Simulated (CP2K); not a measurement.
Consider 2-ethynyloxazole at its PBE geometry (Å).

```xyz
10

C     2.9688   -0.1873    0.0361
C     1.7600   -0.0792    0.0311
C     0.3574    0.0742    0.0259
N    -0.3435    1.1650    0.2245
C    -1.6636    0.7628    0.1104
C    -1.7102   -0.5745   -0.1561
O    -0.4229   -1.0455   -0.2185
H     4.0347   -0.2772    0.0385
H    -2.4839    1.4624    0.2269
H    -2.4967   -1.3006   -0.3189
```

Method: CP2K XAS_TDP, all-electron GAPW, PBEh(45%), aug-cc-pVDZ, TDA, GW2X-corrected core level, no relativity.

Question: Predict the bright core excitations at the C K edge.

Leading lines: C1 287.39 eV, C2 287.59 eV, C3 288.81 eV, C5 288.35 eV and C6 288.33 eV. The leading line of an atom is its first one with 35 % of the strongest within 2.5 eV of its lowest line over the strength cut. Core ionisation energies at this level: C3 294.81, C5 292.95, C6 293.77, C1 292.72 and C2 292.72 eV.

The first six lines of each atom with a strength over 0.0015:

| atom | energy (eV) | states | strength, one atom | above the computed threshold |
| --- | --- | --- | --- | --- |
| C1 (bonded to C and H) | 287.39 | 1 | 0.0433 |  |
|  | 287.86 | 1 | 0.0497 |  |
|  | 290.80 | 1 | 0.0073 |  |
|  | 291.60 | 1 | 0.0040 |  |
|  | 292.38 | 1 | 0.0059 |  |
|  | 292.47 | 1 | 0.0078 |  |
| C2 (bonded to 2 C) | 287.59 | 1 | 0.0286 |  |
|  | 287.89 | 1 | 0.0465 |  |
|  | 291.15 | 1 | 0.0254 |  |
|  | 292.44 | 2 | 0.0030 |  |
|  | 292.82 | 1 | 0.0027 | yes |
|  | 292.84 | 1 | 0.0018 | yes |
| C3 (bonded to C, N and O) | 288.81 | 1 | 0.0479 |  |
|  | 291.85 | 1 | 0.0179 |  |
|  | 293.39 | 1 | 0.0016 |  |
|  | 294.07 | 1 | 0.0209 |  |
|  | 295.10 | 1 | 0.0038 | yes |
|  | 295.88 | 1 | 0.0307 | yes |
| C5 (bonded to C, N and H) | 288.35 | 1 | 0.0479 |  |
|  | 289.52 | 1 | 0.0077 |  |
|  | 291.05 | 1 | 0.0102 |  |
|  | 291.92 | 1 | 0.0037 |  |
|  | 291.99 | 1 | 0.0018 |  |
|  | 292.08 | 1 | 0.0045 |  |
| C6 (bonded to C, O and H) | 288.33 | 1 | 0.0503 |  |
|  | 291.45 | 1 | 0.0049 |  |
|  | 291.65 | 1 | 0.0188 |  |
|  | 292.06 | 1 | 0.0155 |  |
|  | 292.82 | 1 | 0.0027 |  |
|  | 293.29 | 1 | 0.0038 |  |

Lines are vertical, at one geometry, with no vibrational structure. GW2X ionisation energies and lines can be off by 1 to 2 eV either way, and a good line position may hide errors that cancel. These values hold no scalar relativity, about 0.1 eV for C 1s. Rydberg lines, and the discretised continuum above threshold, depend on the basis and the box.

[Banner, clock and machine lines of the logs are left out without a mark of their own.]

[Logs are printed without paths, hosts, clocks, repeated set-up lines and the standing remarks that a program may print on its own settings, such as how far it seeks lower states.]

[Hosts, paths, dates, database ids (printed as entryN), source tags and the programs' standing remarks are cut or masked in the printed files.]
